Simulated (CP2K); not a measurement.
Two runs for the C K edge of 2-ethynyloxazole. Run A: CP2K XAS_TDP, all-electron GAPW, PBEh(45%), aug-cc-pVDZ, TDA, no relativity. Run B differs in one setting.

First lines with a strength over 0.0015. A:

```csv
atom,energy (eV),states,"strength, one atom"
C1 (bonded to C and H),281.48,1,0.0443
,281.94,1,0.0508
,284.89,1,0.0074
,285.69,1,0.0041
,286.46,1,0.0061
C2 (bonded to 2 C),281.72,1,0.0292
,282.02,1,0.0474
,285.28,1,0.0259
,286.58,2,0.0030
,286.95,1,0.0027
"C3 (bonded to C, N and O)",283.29,1,0.0489
,286.32,1,0.0182
,287.87,1,0.0017
,288.54,1,0.0213
,289.57,1,0.0039
"C5 (bonded to C, N and H)",282.51,1,0.0488
,283.68,1,0.0078
,285.20,1,0.0104
,286.08,1,0.0038
,286.15,1,0.0019
"C6 (bonded to C, O and H)",282.56,1,0.0513
,285.69,1,0.0050
,285.88,1,0.0192
,286.30,1,0.0158
,287.05,1,0.0028
```

B:

| atom | energy (eV) | states | strength, one atom |
| --- | --- | --- | --- |
| C1 (bonded to C and H) | 287.39 | 1 | 0.0433 |
|  | 287.86 | 1 | 0.0497 |
|  | 290.80 | 1 | 0.0073 |
|  | 291.60 | 1 | 0.0040 |
|  | 292.38 | 1 | 0.0059 |
| C2 (bonded to 2 C) | 287.59 | 1 | 0.0286 |
|  | 287.89 | 1 | 0.0465 |
|  | 291.15 | 1 | 0.0254 |
|  | 292.44 | 2 | 0.0030 |
|  | 292.82 | 1 | 0.0027 |
| C3 (bonded to C, N and O) | 288.81 | 1 | 0.0479 |
|  | 291.85 | 1 | 0.0179 |
|  | 293.39 | 1 | 0.0016 |
|  | 294.07 | 1 | 0.0209 |
|  | 295.10 | 1 | 0.0038 |
| C5 (bonded to C, N and H) | 288.35 | 1 | 0.0479 |
|  | 289.52 | 1 | 0.0077 |
|  | 291.05 | 1 | 0.0102 |
|  | 291.92 | 1 | 0.0037 |
|  | 291.99 | 1 | 0.0018 |
| C6 (bonded to C, O and H) | 288.33 | 1 | 0.0503 |
|  | 291.45 | 1 | 0.0049 |
|  | 291.65 | 1 | 0.0188 |
|  | 292.06 | 1 | 0.0155 |
|  | 292.82 | 1 | 0.0027 |

Question: Which was it: GW2X switched on, the functional, the basis, scalar relativity switched on?

GW2X switched on. GW2X shifts an atom's lines together and keeps their spacings. Against PBEh(45%) in aug-cc-pVDZ, the leading lines move by +5.91 eV (C1, to 287.39), +5.87 eV (C2, to 287.59), +5.52 eV (C3, to 288.81), +5.84 eV (C5, to 288.35) and +5.77 eV (C6, to 288.33).

[Banner, clock and machine lines of the logs are left out without a mark of their own.]

[Logs are printed without paths, hosts, clocks, repeated set-up lines and the standing remarks that a program may print on its own settings, such as how far it seeks lower states.]

[Hosts, paths, dates, database ids (printed as entryN), source tags and the programs' standing remarks are cut or masked in the printed files.]
